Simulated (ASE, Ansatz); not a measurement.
# Electronic structure of random rock-salt alloy of CaS and PbS (64 atoms), part 2 of 2

What does DFT give for random rock-salt alloy of CaS and PbS (64 atoms) as built?

Ansatz 0.2.0; Kohn-Sham DFT, PBE, PAW (set soft_2), plane waves.

The cell: 28 Ca, 32 S and 4 Pb. The host structure and its lattice constant were typed by rule, without a check against the phase diagram. Sampling is at Γ alone, for a cell whose shortest periodic width is 11 Å. The levels lack spin–orbit coupling.

So far: Set-up; Plane-wave single point.

## (2) Plane-wave single point (continued)

Valence density in the ac plane at fractional y = 0.000, with atoms of Ca and S and Pb within 0.2 Å of it. It is the smooth field of the valence electrons, not physical close to the nuclei.

Ten steps, logarithmic in the rise over the least value, from '0' (0.06 × 1e0 e/Å³) to '9' (8.47 × 1e0 e/Å³), each cell a mean:
```
87522355454313688752245545421368
54201244543101355420124454310135
21000012221000112100001222100011
33200012220001233321001232000123
55421146753113455542125776311345
35531378985224543553137998522454
45431368985223554543136887412455
44310135642012445431013554101234
32100012210000122210001121000122
43210123332000122200012333210123
76422345553211467631134555421357
98632454454313789852245435532479
98632455454213688752235545432468
65321245543101356420123454311246
32100122221000112100001222100022
33210013320001233321001232000123
55421257763113455542125776311345
35531379985224543553237998522454
45431368874123554543136887412355
54310035541012445431013554101244
22100011110000122210001121000012
32000123332000123200012333200012
76311345554211467631134555421147
98522454355313689852245435431378
```
Columns run along a (11.4 Å), rows up along c (11.4 Å). Atoms in or near the plane, at fractional coordinates: Ca at (0.00, 0.00), S at (0.25, 0.00), Ca at (0.25, 0.25), S at (0.00, 0.25), Pb at (0.00, 0.50), S at (0.25, 0.50), Ca at (0.25, 0.75), S at (0.00, 0.75), Ca at (0.50, 0.00), S at (0.75, 0.00), Ca at (0.75, 0.25), S at (0.50, 0.25), Ca at (0.50, 0.50), S at (0.75, 0.50) and more.

## (3) Local order

Bonds and neighbours are counted at the geometry of the runs.

Density 3.30 g/cm³, 23.40 Å³ an atom.

Pair distribution functions g(r), in bins of 0.2 Å:

| r (Å) | total | S-S | S-Ca | S-Pb | Ca-Ca | Ca-Pb | Pb-Pb |
| --- | --- | --- | --- | --- | --- | --- | --- |
| 2.70 | 0.04 | 0.00 | 0.09 | 0.00 | 0.00 | 0.00 | 0.00 |
| 2.90 | 6.79 | 0.00 | 13.55 | 13.70 | 0.00 | 0.00 | 0.00 |
| 3.10 | 0.00 | 0.00 | 0.00 | 0.00 | 0.00 | 0.00 | 0.00 |
| 3.30 | 0.00 | 0.00 | 0.00 | 0.00 | 0.00 | 0.00 | 0.00 |
| 3.50 | 0.00 | 0.00 | 0.00 | 0.00 | 0.00 | 0.00 | 0.00 |
| 3.70 | 0.00 | 0.00 | 0.00 | 0.00 | 0.00 | 0.00 | 0.00 |
| 3.90 | 0.31 | 0.81 | 0.00 | 0.00 | 0.48 | 0.34 | 0.00 |
| 4.10 | 6.50 | 12.86 | 0.00 | 0.00 | 13.15 | 13.30 | 13.70 |
| 4.30 | 0.00 | 0.00 | 0.00 | 0.00 | 0.00 | 0.00 | 0.00 |
| 4.50 | 0.00 | 0.00 | 0.00 | 0.00 | 0.00 | 0.00 | 0.00 |
| 4.70 | 0.00 | 0.00 | 0.00 | 0.00 | 0.00 | 0.00 | 0.00 |
| 4.90 | 2.88 | 0.00 | 5.80 | 5.70 | 0.00 | 0.00 | 0.00 |
| 5.10 | 0.15 | 0.00 | 0.29 | 0.37 | 0.00 | 0.00 | 0.00 |
| 5.30 | 0.00 | 0.00 | 0.00 | 0.00 | 0.00 | 0.00 | 0.00 |
| 5.50 | 0.00 | 0.00 | 0.00 | 0.00 | 0.00 | 0.00 | 0.00 |
| 5.70 | 1.69 | 3.38 | 0.00 | 0.00 | 3.40 | 3.25 | 4.54 |
| 5.90 | 0.02 | 0.03 | 0.00 | 0.00 | 0.04 | 0.00 | 0.00 |
| 6.10 | 0.00 | 0.00 | 0.00 | 0.00 | 0.00 | 0.00 | 0.00 |
| 6.30 | 3.04 | 0.00 | 6.05 | 6.10 | 0.00 | 0.00 | 0.00 |
| 6.50 | 2.43 | 0.00 | 4.86 | 4.84 | 0.00 | 0.00 | 0.00 |
| 6.70 | 0.00 | 0.00 | 0.00 | 0.00 | 0.00 | 0.00 | 0.00 |
| 6.90 | 1.88 | 3.67 | 0.00 | 0.00 | 3.66 | 4.49 | 4.59 |
| 7.10 | 2.67 | 5.45 | 0.00 | 0.00 | 5.40 | 5.05 | 1.51 |
| 7.30 | 0.00 | 0.00 | 0.00 | 0.00 | 0.00 | 0.00 | 0.00 |
| 7.50 | 0.00 | 0.00 | 0.00 | 0.00 | 0.00 | 0.00 | 0.00 |
| 7.70 | 0.00 | 0.00 | 0.00 | 0.00 | 0.00 | 0.00 | 0.00 |
| 7.90 | 0.00 | 0.00 | 0.00 | 0.00 | 0.00 | 0.00 | 0.00 |

Bonds by pair of elements; cutoffs follow the first minimum of g(r), held within bounds set by covalent radii, and pairs that aren't listed don't count as bonded:

| pair A-B | cutoff (Å) | bonds | mean length (Å) | spread (Å) | shortest (Å) | B about A | A about B |
| --- | --- | --- | --- | --- | --- | --- | --- |
| S-Ca | 3.33 | 168 | 2.86 | 0.027 | 2.79 | 5.25 | 6 |
| S-Pb | 3.27 | 24 | 2.86 | 0.033 | 2.80 | 0.75 | 6 |

How many atoms have how many bonded neighbours:

| element | mean | 6 |
| --- | --- | --- |
| Ca | 6 | 28 |
| Pb | 6 | 4 |
| S | 6 | 32 |

Bond angles (no mean is given where the spread exceeds 20°):

| angle | count | mean (°) | spread (°) |
| --- | --- | --- | --- |
| S-Ca-S | 420 | - | - |
| Ca-S-Ca | 368 | - | - |
| Ca-S-Pb | 104 | - | - |
| S-Pb-S | 60 | - | - |
| Pb-S-Pb | 8 | - | - |

For some of the pairs, g(r) has its first main peak near 4.04 Å (S-S), 2.86 Å (S-Ca), 2.86 Å (S-Pb), 4.05 Å (Ca-Ca) and 4.05 Å (Ca-Pb). With the cutoffs above, all Ca atoms have 6, all Pb atoms have 6 and all S atoms have 6 bonded neighbours.

Local excerpt of 13 atoms (numbers count through the whole input) about S30, which bears the longest force; x, y, z are measured from there.

| atom | x | y | z | distance (Å) | bonds | Fx | Fy | Fz (eV/Å) |
| --- | --- | --- | --- | --- | --- | --- | --- | --- |
| S30 | 0.00 | 0.00 | 0.00 | 0.00 | 6 | 0.75 | 0.11 | 0.66 |
| Pb61 | -2.81 | 0.03 | 0.00 | 2.81 | 6 | -0.13 | 0.00 | 0.18 |
| Ca11 | 0.00 | -2.84 | 0.02 | 2.84 | 6 | 0.05 | -0.03 | -0.07 |
| Pb25 | -0.01 | 0.03 | -2.87 | 2.87 | 6 | 0.31 | 0.04 | 0.22 |
| Ca29 | 2.89 | 0.02 | 0.02 | 2.89 | 6 | -0.07 | 0.12 | -0.03 |
| Ca27 | 0.01 | 2.89 | 0.05 | 2.89 | 6 | 0.07 | 0.00 | -0.12 |
| Ca17 | 0.02 | 0.00 | 2.90 | 2.90 | 6 | 0.06 | 0.18 | -0.13 |
| S44 | -2.81 | -2.82 | 0.04 | 3.98 | 6 | -0.25 | -0.69 | -0.08 |
| S16 | 0.03 | -2.83 | -2.83 | 4.00 | 6 | -0.71 | 0.03 | -0.08 |
| S58 | -2.82 | 0.02 | -2.85 | 4.01 | 6 | -0.70 | 0.01 | -0.68 |
| S12 | 2.84 | -2.83 | 0.01 | 4.01 | 6 | 0.20 | -0.04 | 0.62 |
| S60 | -2.83 | 2.87 | 0.01 | 4.03 | 6 | -0.08 | 0.71 | 0.05 |
| S18 | 2.86 | 0.05 | 2.85 | 4.04 | 6 | 0.06 | -0.07 | 0.13 |

The column of bonds counts only the pairs S-Ca within 3.33 Å, S-Pb within 3.27 Å; other neighbours, such as metal atoms beside each other in a compound, aren't counted, and periodic images can show an atom twice.

## (4) What came out

```
free energy per atom                             : -1991.9858 eV/atom
density                                          : 3.3 g/cm³
pressure                                         : 1.682 GPa
r.m.s. force component                           : 0.2315 eV/Å
gap (highest filled to lowest empty level) : 1.604 eV
wall time of the 1 DFT run                       : 13 s
```

In words: The highest filled and lowest empty levels differ by 1.60 eV at Γ alone; the mesh holds the band edges only if they fold onto it, so the gap at this level can be narrower or closed. With the cutoffs above, all Ca atoms have 6, all Pb atoms have 6 and all S atoms have 6 bonded neighbours.

Caveats: The geometry was built by rule, was displaced at random and isn't relaxed at this level: its force components are 0.23 eV/Å r.m.s. The pressure of 1.7 GPa belongs to a cell and atoms that aren't relaxed at this level.

[Logs are printed without paths, hosts, clocks, repeated set-up lines and the standing remarks that a program may print on its own settings, such as how far it seeks lower states.]

[Hosts, paths, dates, database ids (printed as entryN), source tags and the programs' standing remarks are cut or masked in the printed files.]
